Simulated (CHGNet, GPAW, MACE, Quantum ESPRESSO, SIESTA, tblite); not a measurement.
**How far do other methods lie from plane waves? Be(0001) slab with a vacancy pit (68 atoms)**

Aim: forces of Be(0001) slab with a vacancy pit (68 atoms) at one geometry, from other programs and methods, against plane-wave PBE.

Results are calculated, not measured.

### 1. The structure

The cell holds 68 atoms (68 Be), with edges of 6.86, 9.14 and 20.96 Å. Recipe: hcp Be (a = 2.286 Å, c = 3.584 Å), (0001) slab of 3 repeat layers, 3 x 4 surface cells, 12 Å of vacuum; top layer removed within 2.31 Å of one point (a pit); atoms within 3.23 Å of the bottom held; every coordinate displaced by a Gaussian of 0.05 Å. Then every atom was moved at random, 0.02 Å r.m.s. a Cartesian component.

### 2. The reference input

Quantum ESPRESSO 7.5: Kohn-Sham DFT, PBE, SSSP efficiency 1.3.0 pseudopotentials, plane waves. Its input, pw.in:

```
&control
  calculation = 'scf'
  pseudo_dir = './pseudo'
  outdir = './tmp'
  disk_io = 'none'
  tprnfor = .true.
/
&system
  ibrav = 0
  nat = 68
  ntyp = 1
  ecutwfc = 45
  ecutrho = 360
  nosym = .true.
  occupations = 'smearing'
  smearing = 'fd'
  degauss = 0.003675
/
&electrons
  conv_thr = 3.4e-07
  electron_maxstep = 100
  mixing_beta = 0.2
  mixing_mode = 'local-TF'
  diagonalization = 'david'
/
ATOMIC_SPECIES
Be 9.012 Be.upf
CELL_PARAMETERS angstrom
6.85800 0.00000 0.00000
4.57200 7.91894 0.00000
0.00000 0.00000 20.96000
ATOMIC_POSITIONS crystal
Be 0.98951 0.99109 0.28340
Be 0.89795 0.16191 0.37051
Be 0.98467 0.00074 0.45579
Be 0.89324 0.16576 0.54322
[... 62 atom lines left out ...]
Be 0.66716 0.74861 0.63064
Be 0.54226 0.93171 0.71627
K_POINTS gamma
```

```console
$ OMP_NUM_THREADS=1 mpirun -np 4 pw.x -in pw.in > output.txt
```

The job ended after 84 s (4 MPI ranks of Arm Neoverse V1, shared host; peak memory 2.8 GiB; 5.6 min of CPU time).

It converged with an r.m.s. force component of 0.46 eV/Å.

### 3. What was run beside it

- CHGNet: machine-learned potential, published weights.
- GPAW 26.7.0: PAW with atomic orbitals (LCAO), plane waves or a real-space grid of spacing h.
- MACE: machine-learned potential, published weights.
- Quantum ESPRESSO 7.5: plane waves; labels (QE) give functional, pseudopotential set and cutoffs of waves/density.
- SIESTA 5.4.2: numerical atomic orbitals, whose automatically made sets are far from complete, with PseudoDojo norm-conserving potentials that we converted to its format (checked against plane waves on the same files for H, C, O, Si, Ge and Ca alone); labels give functional, basis size, energy shift and mesh cutoff.
- tblite 0.8.0: extended tight binding, driven from Python.

All use the same cell and atoms, and the electronic-structure runs the same k-mesh.

### 4. Side by side

Differences are against the reference: forces as r.m.s. over components, share as that over the reference's r.m.s. force, slope as the fitted ratio of a run's forces to the reference's.

| run | Δ force, r.m.s. (meV/Å) | share (%) | slope | cores | CPU time | memory (GiB) |
| --- | --- | --- | --- | --- | --- | --- |
| reference | - | - | - | 4 | 5.6 min | 2.8 |
| CHGNet 0.3.0 potential | 253 | 55.2 | 0.642 | 1 | 4.6 s | 1.4 |
| CHGNet r2SCAN potential | 295 | 64.2 | 0.422 | 1 | 4.6 s | 1.4 |
| GPAW PBE, LCAO dzp, h 0.2 Å | 127 | 27.6 | 1.174 | 1 | 81 s | 0.67 |
| GPAW PBE, LCAO dzp, h 0.2 Å, other mixer settings | 127 | 27.6 | 1.173 | 1 | 2.1 min | 0.62 |
| GPAW PBE, LCAO dzp, h 0.28 Å (coarse) | 125 | 27.2 | 1.169 | 1 | 42 s | 0.32 |
| GPAW PBE, LCAO sz(dzp), h 0.2 Å (coarse) | 1994 | 434 | 1.612 | 1 | 16 s | 0.55 |
| MACE MP-0b2 small potential | 206 | 44.9 | 0.834 | 1 | 6.7 s | 0.66 |
| QE PBE, sg15-1.2, 80/320 Ry | 3.55 | 0.774 | 0.999 | 1 | 8.5 min | 1.3 |
| QE PBE, sssp-1.3.0-efficiency, 45/360 Ry, paro | 0.637 | 0.139 | 1.000 | 2 | 8.3 min | 2.7 |
| SIESTA PBE, DZ, shift 0.01 Ry, mesh 300 Ry (coarse) | 2575 | 561 | 1.913 | 1 | 57 s | 0.45 |
| SIESTA PBE, SZ, shift 0.01 Ry, mesh 300 Ry (coarse) | 8702 | 1896 | 5.153 | 1 | 19 s | 0.4 |
| tblite GFN1-xTB | 433 | 94.2 | 0.793 | 1 | 2.5 s | 0.1 |

Rows marked coarse were listed beforehand as settings not expected to be converged; some can still land near the reference.

Times of the machine-learned potentials are mostly Python's start and the loading of weights.

Runs without a result: SIESTA PBE, DZP, shift 0.01 Ry, mesh 300 Ry (stopped at the start); SIESTA PBE, SZP, shift 0.01 Ry, mesh 300 Ry (stopped at the start); SIESTA PBE, TZP, shift 0.01 Ry, mesh 300 Ry (stopped at the start).

CPU time is summed over cores on shared hosts, so it is rough.

### 5. Findings

Forces lie from 0.14 % (QE PBE, sssp-1.3.0-efficiency, 45/360 Ry, paro) to 1896 % (SIESTA PBE, SZ, shift 0.01 Ry, mesh 300 Ry, coarse) of the reference's r.m.s. force of 0.46 eV/Å away from it. Other PBE runs on plane waves or a grid: QE PBE, sg15-1.2, 80/320 Ry 0.77 % and QE PBE, sssp-1.3.0-efficiency, 45/360 Ry, paro 0.14 % of the r.m.s. force; the reference has errors of its own, so differences under a few per cent don't tell which side is nearer the exact PBE result. With the reference's own potentials and cutoffs, another solver or threshold moves forces by 0.14 % (QE PBE, sssp-1.3.0-efficiency, 45/360 Ry, paro). The PBE runs in local orbitals, coarse settings apart, differ by 28 % in each run; basis, grid and potentials can all enter.

Tight binding differs by 94 % (tblite GFN1-xTB); it is another model, with fitted parameters of its own, and the xTB methods hold dispersion. Machine-learned potentials differ by 45 % (MACE MP-0b2 small potential) to 64 % (CHGNet r2SCAN potential); they were trained on other programs' data, some at another functional. The reference samples few k-points for this cell, and its sampling error, which other DFT runs on the same mesh share, can be part of so large a difference. Among those trained on PBE data the slope goes as low as 0.64, with a correlation of 0.84, so directions differ as well as sizes. Runs with settings chosen to be coarse differ by 27 % (GPAW PBE, LCAO dzp, h 0.28 Å) to 1896 % (SIESTA PBE, SZ, shift 0.01 Ry, mesh 300 Ry), their programs' other errors included. GPAW PBE, LCAO dzp, h 0.2 Å stiffens the forces by a factor of 1.17 while following their directions (correlation 0.984). From GPAW PBE, LCAO dzp, h 0.28 Å to the finer GPAW PBE, LCAO dzp, h 0.2 Å, other mixer settings the share goes from 27.2 to 27.6 %, so the grid isn't what parts these runs from the reference.

**Limits.** Periodic xTB results under one method name differ between programs and library versions. The potentials hold different valence shells: 272 electrons in the reference, 136 in GPAW; this bears on time and differences. Machine-learned potentials mimic data converged in k, so the reference's own k-point error enters their differences. The cell is under 6 Å thick along one periodic direction, so every atom has periodic images of itself close by, which move with it. The electronic-structure runs sample only Γ, in a cell whose shortest periodic width is 6 Å, which is coarse for a cell with partly filled levels. The slab repeats along its normal with no dipole correction. Where levels are smeared, the DFT runs use Fermi–Dirac occupations at 580 K (0.05 eV), and energies are free energies. The atoms were displaced at random, and shares hang on the size of the forces that this gives. The reference's cutoffs and mesh weren't converged further here.

[Logs are printed without paths, hosts, clocks, repeated set-up lines and the standing remarks that a program may print on its own settings, such as how far it seeks lower states.]

[Hosts, paths, dates, database ids (printed as entryN), source tags and the programs' standing remarks are cut or masked in the printed files.]

[Cells were taken only where this reference lay near another plane-wave run.]
